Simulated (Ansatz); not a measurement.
**NaMgI3 (built on the sites of a database entry of CsMgF3): the cell at rest**

Aim: bring NaMgI3 (built on the sites of a database entry of CsMgF3) to small forces and stress, as phonons need.

Method: DFT r2SCAN, scalar-relativistic, plane waves, PAW, in Ansatz 0.2.0.

The structure was built from a prototype and need not be the compound's stable phase.

## Step 1: The starting structure

Symmetry: Pm-3m, No. 221, cubic system. Conventional cell: a = 4.088 Å, b = 4.088 Å, c = 4.088 Å, α = 90.00°, β = 90.00°, γ = 90.00°. Nearest to Na lie 12 I at 2.89 Å. Mg has 6 I at 2.04 Å nearest. I has 2 Mg at 2.04 Å and 8 I at 2.89 Å and 4 Na at 2.89 Å nearest. Farther neighbours and most contacts between anions are not listed.

As a file:

```cif
data_structure
_symmetry_space_group_name_H-M 'Pm-3m'
_symmetry_Int_Tables_number 221
_cell_length_a 4.0884
_cell_length_b 4.0884
_cell_length_c 4.0884
_cell_angle_alpha 90.000
_cell_angle_beta 90.000
_cell_angle_gamma 90.000
_cell_volume 68.34
loop_
_atom_site_label
_atom_site_type_symbol
_atom_site_symmetry_multiplicity
_atom_site_Wyckoff_symbol
_atom_site_fract_x
_atom_site_fract_y
_atom_site_fract_z
_atom_site_occupancy
Na1 Na 1 a 0.00000 0.00000 0.00000 1
Mg1 Mg 1 b 0.50000 0.50000 0.50000 1
I1 I 3 c 0.00000 0.50000 0.50000 1
```

## Step 2: Probe on a coarse mesh

First a cheap look: the gap decides the mesh and the occupations, the pressure tells how far the cell has to move.

Contents of input.yaml:

```yaml
crystal:
  lattice:
    - [4.08841, 0.0, 0.0]
    - [0.0, 4.08841, 0.0]
    - [0.0, 0.0, 4.08841]
  atoms:
    - { symbol: Na, position: [0.0, 0.0, 0.0] }
    - { symbol: Mg, position: [0.5, 0.5, 0.5] }
    - { symbol: I, position: [0.0, 0.5, 0.5] }
    - { symbol: I, position: [0.5, 0.0, 0.5] }
    - { symbol: I, position: [0.5, 0.5, 0.0] }
kpoints:
  mp_grid: { grid: [4, 4, 4] }
hamiltonian:
  xc: r2scan
scf:
  occupations: { method: gaussian, width: 0.1 }
output:
  forces: true
  stress: true
  eigenvalues: true
```

Run with:

```bash
$ ansatz run input.yaml --threads 8 --pin off --max-ram 14336MiB --backend cpu --events-out ev --progress --plain --runs-dir out
```

Numbers of over 12 decimals in the logs are rounded to 6 here.

The log of the run:

```text
Engine: ansatz 0.2.0, aarch64-unknown-linux-gnu
Pseudopotentials: kind: paw
Pseudopotential: Na, paw, valence charge 9, recommended cutoff 500 eV (meta_gga), Na.paw.azcp
Pseudopotential: Mg, paw, valence charge 10, recommended cutoff 500 eV (meta_gga), Mg.paw.azcp
Pseudopotential: I, paw, valence charge 17, recommended cutoff 500 eV (meta_gga), I.paw.azcp
Functional definition: r2SCAN
  parameter k0 = 0.174
[...]
k-point 0: bands = [... 31 lower, 17.9761, 20.5837, 20.7231, 20.7231, 20.7231, 22.9605, 22.9605, 22.9605, ... 2 higher]
  k-point 1: bands = [... 31 lower, 16.7182, 19.0092, 19.9062, 19.9062, 21.8679, 23.2593, 25.7915, 26.3707, ... 2 higher]
  k-point 2: bands = [... 31 lower, 15.7787, 16.4737, 19.8615, 19.8615, 23.6701, 24.5909, 25.4962, 27.1941, ... 2 higher]
  k-point 9: bands = [... 31 lower, 19.3861, 20.2299, 23.1346, 23.1346, 23.1346, 28.9351, 28.9351, 28.9351, ... 2 higher]
[key lines of the parts left out:]
SCF converged after 7 iterations
Free energy (F): -25972.032454 eV
Fermi energy:    21.898377 eV
P = ⅓ Tr σ = 207.0683 GPa (2070.683 kbar)
```

It took 0.94 s on 8 threads of Arm Neoverse V2, shared host; peak memory 0.52 GiB.

This step gave:

* pressure: 207.1 GPa
* volume per atom: 13.67 Å³
* gap on the k-mesh: 0 eV

The coarse mesh shows no gap and a pressure of 207.1 GPa.

## Step 3: Rough relaxation

The start is far from rest, so a relaxation with loose tolerances brings it close first.

Edit input.yaml of step 2 so:

```diff
@@ -12,3 +12,3 @@
 kpoints:
-  mp_grid: { grid: [4, 4, 4] }
+  mp_grid: { grid: [6, 6, 6] }
 hamiltonian:
@@ -21 +21,6 @@
   eigenvalues: true
+relax:
+  adjacent_minimum: "off"
+  f_tol: 0.05
+  max_steps: 80
+  cell: { stress_tol: 0.5 }
```

The log of the run:

```text
[...]
Crystal: 5 atoms, lattice volume = 68.338 Å³
Basis set: ecut = 500 eV, 1743 PW (Γ), exchange–correlation on 120×120×120 points (64 copies of the dense FFT grid, shifted against one another)
Bands: 42, of which v1, the nominal top of the filled ones, is band 35 counted from 1 (34 counted from 0)
Symmetry: 48 space group operations
[...]
k-points: 20 of 216
[...]
F+E_penalty+E_count = -26004.65150974 eV   max|allowed force component| = 1.954e-29 eV/Å   (the final SCF, on the basis selected at the relaxed cell)
  cell:  # Å, volume = 192.6205 Å³
    - [5.775207, 0, 0]
    - [0, 5.775207, 0]
    - [0, 0, 5.775207]
  atoms:
    - { symbol: Na, position: [0, 0, 0] }
    - { symbol: Mg, position: [0.5, 0.5, 0.5] }
    - { symbol: I, position: [0, 0.5, 0.5] }
    - { symbol: I, position: [0.5, 0, 0.5] }
    - { symbol: I, position: [0.5, 0.5, 0] }
[key lines of the parts left out:]
SCF converged after 7 iterations
Free energy (F): -26004.651510 eV
Fermi energy:    4.345776 eV
P = ⅓ Tr σ = 0.1467 GPa (1.467 kbar)
```

Run time: 23 s. Hardware: 8 threads; peak memory 1.2 GiB.

Step by step:

```tsv
step	energy less that of the first step (eV)	largest force component (eV/Å)	pressure (GPa)	volume (Å³)
1	0.0000	0.0000	208.55	68.34
2	-10.9962	0.0000	133.70	78.83
3	-18.7016	0.0000	85.54	90.34
4	-24.0794	0.0000	53.96	102.92
5	-27.7111	0.0000	32.74	116.62
6	-30.0619	0.0000	17.71	131.88
7	-31.2457	0.0000	6.33	147.98
8	-31.4432	0.0000	-0.37	158.75
9*	-32.1763	0.0000	6.58	158.75
10	-32.5381	0.0000	3.65	170.34
11	-32.7576	0.0000	0.80	187.27
12	-32.7721	0.0000	0.15	192.62
13*	-32.7782	0.0000	0.15	192.62
```

Relaxation steps marked * repeat the geometry before them on a plane-wave basis chosen anew for their cell, so energy and pressure can jump there.

Forces are held to the 48 operations that the run works with; a distortion that breaks them can't arise in this run.

```tsv
cell as run	before	after	change
a (Å)	4.088	5.775	+41.3 %
b (Å)	4.088	5.775	+41.3 %
c (Å)	4.088	5.775	+41.3 %
volume (Å³/atom)	13.67	38.52	+181.9 %
```

The relaxed structure:

```xyz
5
Lattice="5.7752 0.0000 0.0000 0.0000 5.7752 0.0000 0.0000 0.0000 5.7752" Properties=species:S:1:pos:R:3 pbc="T T T"
Na    0.0000    0.0000    0.0000
Mg    2.8876    2.8876    2.8876
I     0.0000    2.8876    2.8876
I     2.8876    0.0000    2.8876
I     2.8876    2.8876    0.0000
```

Numbers from this step:

* pressure: 0.1467 GPa
* gap on the k-mesh: 1.826 eV
* volume per atom: 38.52 Å³
* direct gap on mesh: 2.401 eV

In this step the volume went from 13.67 to 38.52 Å³/atom.

## Step 4: Bringing the structure to rest

The cell and atoms are relaxed, since residual forces and stress would shift the frequencies.

Contents of input.yaml:

```yaml
crystal:
  lattice:
    - [5.7752067717, 0.0, 0.0]
    - [0.0, 5.7752067717, 0.0]
    - [0.0, 0.0, 5.7752067717]
  atoms:
    - { symbol: Na, position: [0.0, 0.0, 0.0] }
    - { symbol: Mg, position: [0.5, 0.5, 0.5] }
    - { symbol: I, position: [0.0, 0.5, 0.5] }
    - { symbol: I, position: [0.5, 0.0, 0.5] }
    - { symbol: I, position: [0.5, 0.5, 0.0] }
kpoints:
  mp_grid: { grid: [4, 4, 4] }
hamiltonian:
  xc: r2scan
scf:
  occupations: { method: gaussian, width: 0.02 }
output:
  forces: true
  stress: true
  eigenvalues: true
relax:
  adjacent_minimum: "off"
  f_tol: 0.005
  max_steps: 80
  cell: { stress_tol: 0.05 }
```

The log of the run:

```text
[...]
Crystal: 5 atoms, lattice volume = 192.621 Å³
Basis set: ecut = 500 eV, 4945 PW (Γ), exchange–correlation on 180×180×180 points (64 copies of the dense FFT grid, shifted against one another)
Bands: 42, of which v1, the nominal top of the filled ones, is band 35 counted from 1 (34 counted from 0)
Symmetry: 48 space group operations
[...]
k-points: 10 of 64
[...]
SCF iter   1: F=—  HF=-26004.618872 eV  |F-HF|=—  |Δ(HF+E_count)|=         —  Δρ=4.28e-3  dr2=2.20e-2  dr2_τ=2.39e-3  ethr=1.77e-3  ⟨swp⟩=9.1  Hψ=1925  notcnv=0  defer=2
[...]
SCF iter   6: F=-26004.651135 eV  HF=-26004.651135 eV  |F-HF|=1.39e-8  |Δ(HF+E_count)|=   5.21e-7  Δρ=4.60e-6  dr2=3.73e-8  dr2_τ=1.43e-9  ethr=1.43e-10  ⟨swp⟩=10.9  Hψ=2293  notcnv=0
SCF 1 converged in 6 iterations: F = -26004.651135 eV  dr2 = 3.73e-8
[...]
relax step   1: F+E_penalty+E_count = -26004.65113535 eV  Δ(F+E_penalty+E_count) = +0.000e0 eV  max|allowed force component| = 2.673e-29 eV/Å  Δτ_max = 0.0000 Å  P = +0.147 GPa  Ω = 192.621 Å³  (6 SCF iters, dr2 threshold 1.00e-7 eV, accepted)
Crystal: 5 atoms, lattice volume = 193.366 Å³
[...]
SCF iter   5: F=-26004.651539 eV  HF=-26004.651539 eV  |F-HF|=7.01e-9  |Δ(HF+E_count)|=   9.02e-9  Δρ=1.58e-6  dr2=7.03e-9  dr2_τ=4.04e-10  ethr=7.74e-11  ⟨swp⟩=6.9  Hψ=1689  notcnv=0
SCF 2 converged in 5 iterations: F = -26004.651539 eV  dr2 = 7.03e-9
relax step   2: F+E_penalty+E_count = -26004.65153854 eV  Δ(F+E_penalty+E_count) = -4.032e-4 eV  max|allowed force component| = 1.027e-28 eV/Å  Δτ_max = 0.0000 Å  P = +0.064 GPa  Ω = 193.366 Å³  energy of the carried Pulay correction = -8.835e-5 eV  (5 SCF iters, dr2 threshold 5.42e-8 eV, accepted)
Crystal: 5 atoms, lattice volume = 193.946 Å³
[...]
SCF iter   5: F=-26004.651587 eV  HF=-26004.651587 eV  |F-HF|=4.67e-9  |Δ(HF+E_count)|=   9.33e-9  Δρ=1.27e-6  dr2=3.98e-9  dr2_τ=2.85e-10  ethr=1.47e-11  ⟨swp⟩=4.9  Hψ=2001  notcnv=0
SCF 3 converged in 5 iterations: F = -26004.651587 eV  dr2 = 3.98e-9
relax step   3: F+E_penalty+E_count = -26004.65158719 eV  Δ(F+E_penalty+E_count) = -4.864e-5 eV  max|allowed force component| = 2.093e-29 eV/Å  Δτ_max = 0.0000 Å  P = +0.001 GPa  Ω = 193.946 Å³  energy of the carried Pulay correction = -1.568e-4 eV  (5 SCF iters, dr2 threshold 1.03e-8 eV, accepted)
[...]
SCF iter   1: F=—  HF=-26004.651748 eV  |F-HF|=—  |Δ(HF+E_count)|=         —  Δρ=4.45e-5  dr2=7.99e-8  dr2_τ=4.65e-8  ethr=4.16e-7  ⟨swp⟩=3.3  Hψ=2994  notcnv=0
eigensolver tolerance schedule: the retry pair's looser diagonalisation over-reported the residual by 3639.35 of it (diagonalisation noise at 0.95 of the residual, at the tolerance the schedule requests for it); recorded, not acted on — ethr = c·dr2/N_el stays at c = 1.0e-1
[...]
SCF iter   2: F=—  HF=-26004.651775 eV  |F-HF|=—  |Δ(HF+E_count)|=   2.70e-5  Δρ=2.24e-5  dr2=2.07e-8  dr2_τ=3.58e-7  ethr=1.14e-10  ⟨swp⟩=3.2  Hψ=915  notcnv=0
[...]
SCF iter   5: F=-26004.651775 eV  HF=-26004.651775 eV  |F-HF|=1.46e-11  |Δ(HF+E_count)|=  4.22e-10  Δρ=8.44e-8  dr2=1.77e-11  dr2_τ=6.34e-13  ethr=1.00e-12  ⟨swp⟩=5.2  Hψ=1768  notcnv=0
SCF 4 converged in 5 iterations: F = -26004.651775 eV  dr2 = 1.77e-11
relax step   4: F+E_penalty+E_count = -26004.65177486 eV  Δ(F+E_penalty+E_count) = -1.877e-4 eV  max|allowed force component| = 3.148e-29 eV/Å  Δτ_max = 0.0000 Å  P = +0.001 GPa  Ω = 193.946 Å³  stress off target by 1.19e-3 GPa  SCF on the basis re-selected at this cell (its energy is not comparable with the rows above)  (5 SCF iters)
[...]
SCF converged after 5 iterations
Free energy (F): -26004.651775 eV
[...]
Internal energy: -26004.651775 eV  (E = F + TS)
E sigma→0 (E₀):  -26004.651775 eV
Fermi energy:    4.269880 eV
[...]
--- Stress (GPa, compression-positive) ---
        0.001187      -0.000000      -0.000000
       -0.000000       0.001187      -0.000000
       -0.000000      -0.000000       0.001187
  P = ⅓ Tr σ = 0.0012 GPa (0.012 kbar)
--- Band table (eV; the first three rows and the last of 10) ---
  k-point 0: bands = [... 31 lower, 2.4704, 2.7895, 2.7895, 2.7895, 5.1810, 6.4972, 9.2830, 9.2830, ... 3 higher]
  k-point 1: bands = [... 31 lower, 2.2680, 2.3526, 2.6984, 2.6984, 5.9637, 7.2605, 9.2427, 9.4577, ... 3 higher]
  k-point 2: bands = [... 31 lower, 1.9767, 2.2429, 2.6801, 2.6801, 7.3336, 7.8168, 8.5482, 9.6993, ... 3 higher]
  k-point 9: bands = [... 31 lower, 2.2746, 3.3585, 3.3585, 3.3585, 6.5699, 8.4683, 8.4683, 8.4683, ... 3 higher]
--- Relaxed structure (3 steps of the walk, 3 accepted, 1 SCFs on fresh bases) ---
[...]
cell:  # Å, volume = 193.9457 Å³
    - [5.788421, 0, 0]
    - [0, 5.788421, 0.0]
    - [0, 0.0, 5.788421]
  atoms:
    - { symbol: Na, position: [0, 0, 0] }
    - { symbol: Mg, position: [0.5, 0.5, 0.5] }
    - { symbol: I, position: [0, 0.5, 0.5] }
    - { symbol: I, position: [0.5, 0, 0.5] }
    - { symbol: I, position: [0.5, 0.5, 0] }
```

Wall time 7.2 s (8 threads); peak memory 1.1 GiB; 50 s of CPU time.

The steps of the relaxation:

```tsv
step	energy less that of the first step (eV)	largest force component (eV/Å)	pressure (GPa)	volume (Å³)
1	0.0000	0.0000	0.15	192.62
2	-0.0004	0.0000	0.06	193.37
3	-0.0005	0.0000	0.00	193.95
4*	-0.0006	0.0000	0.00	193.95
```

Relaxation steps marked * repeat the geometry before them on a plane-wave basis chosen anew for their cell, so energy and pressure can jump there.

The run keeps the 48 symmetry operations that it works with, so distortions that break them were not tested.

```tsv
conventional cell, symmetrised	before	after	change
a (Å)	5.775	5.788	+0.2 %
b (Å)	5.775	5.788	+0.2 %
c (Å)	5.775	5.788	+0.2 %
volume (Å³/atom)	38.52	38.79	+0.7 %
```

The relaxed structure:

```cif
data_structure
_symmetry_space_group_name_H-M 'P 1'
_symmetry_Int_Tables_number 1
_cell_length_a 5.7884
_cell_length_b 5.7884
_cell_length_c 5.7884
_cell_angle_alpha 90.000
_cell_angle_beta 90.000
_cell_angle_gamma 90.000
_cell_volume 193.95
loop_
_atom_site_label
_atom_site_type_symbol
_atom_site_fract_x
_atom_site_fract_y
_atom_site_fract_z
_atom_site_occupancy
Na1 Na 0.00000 0.00000 0.00000 1
Mg2 Mg 0.50000 0.50000 0.50000 1
I3 I 0.00000 0.50000 0.50000 1
I4 I 0.50000 0.00000 0.50000 1
I5 I 0.50000 0.50000 0.00000 1
```

Numbers from this step:

| Property | Result |
| --- | --- |
| pressure | 0.001187 GPa |
| gap on the k-mesh | 1.822 eV |
| volume per atom | 38.79 Å³ |
| direct gap on mesh | 2.392 eV |

In this step the volume went from 38.52 to 38.79 Å³/atom.

## Step 5: Relaxing to small forces for the phonons

Phonons need a cell at rest on their own settings, so the relaxation is repeated with tight tolerances on forces and stress, using the mesh and the filling of the phonon run that follows.

Contents of input.yaml:

```yaml
crystal:
  lattice:
    - [5.7884207145, 0.0, 0.0]
    - [0.0, 5.7884207145, 0.0]
    - [0.0, 0.0, 5.7884207145]
  atoms:
    - { symbol: Na, position: [0.0, 0.0, 0.0] }
    - { symbol: Mg, position: [0.5, 0.5, 0.5] }
    - { symbol: I, position: [0.0, 0.5, 0.5] }
    - { symbol: I, position: [0.5, 0.0, 0.5] }
    - { symbol: I, position: [0.5, 0.5, 0.0] }
kpoints:
  mp_grid: { grid: [4, 4, 4] }
hamiltonian:
  xc: r2scan
scf:
  occupations: { method: fixed }
output:
  forces: true
  stress: true
  eigenvalues: true
relax:
  adjacent_minimum: "off"
  f_tol: 0.001
  max_steps: 60
  cell: { stress_tol: 0.01 }
```

The log of the run:

```text
[...]
Crystal: 5 atoms, lattice volume = 193.946 Å³
Basis set: ecut = 500 eV, 4945 PW (Γ), exchange–correlation on 180×180×180 points (64 copies of the dense FFT grid, shifted against one another)
Bands: 42, of which v1, the nominal top of the filled ones, is band 35 counted from 1 (34 counted from 0)
Symmetry: 48 space group operations
[...]
k-points: 10 of 64
[...]
--- Relaxed structure (1 steps of the walk, 1 accepted, 1 SCFs on fresh bases) ---
[...]
cell:  # Å, volume = 193.9457 Å³
    - [5.7884207145, 0.0, 0.0]
    - [0.0, 5.7884207145, 0.0]
    - [0.0, 0.0, 5.7884207145]
  atoms:
    - { symbol: Na, position: [0.0, 0.0, 0.0] }
    - { symbol: Mg, position: [0.5, 0.5, 0.5] }
    - { symbol: I, position: [0.0, 0.5, 0.5] }
    - { symbol: I, position: [0.5, 0.0, 0.5] }
    - { symbol: I, position: [0.5, 0.5, 0.0] }
[key lines of the parts left out:]
SCF converged after 6 iterations
Free energy (F): -26004.651775 eV
Fermi energy:    3.358526 eV
P = ⅓ Tr σ = 0.0012 GPa (0.012 kbar)
```

Elapsed: 4.1 s, on 8 threads; peak memory 1.1 GiB; 28 s of CPU time.

Little changed from the start: no atom moved by 0.005 Å and no cell edge by 0.1 %.

Numbers from this step:

* pressure: 0.001189 GPa

The forces vanish by symmetry and the pressure is 0.001 GPa, within the tolerances set. The cell now holds 38.79 Å³/atom.

## Step 6: Outcome

| Quantity | Value |
| --- | --- |
| space group after relaxation (within 0.01 Å) | Pm-3m |
| lattice constant a | 5.788 Å |
| lattice constant b | 5.788 Å |
| lattice constant c | 5.788 Å |
| volume per atom | 38.8 Å³ |
| gap on the k-mesh | 1.82 eV |

**Reading.** The forces vanish by symmetry and the pressure is 0.001 GPa, within the tolerances set. The cell now holds 38.79 Å³/atom. The relaxation keeps the symmetry of its start, so it says nothing on stability against lower symmetry. Spin-orbit coupling is left out, which can matter for the heavy elements here. The starting cell was built on a prototype and not taken from a measurement, so the phase need not exist.

[Logs are printed without paths, hosts, clocks, repeated set-up lines and the standing remarks that a program may print on its own settings, such as how far it seeks lower states.]

[Hosts, paths, dates, database ids (printed as entryN), source tags and the programs' standing remarks are cut or masked in the printed files.]
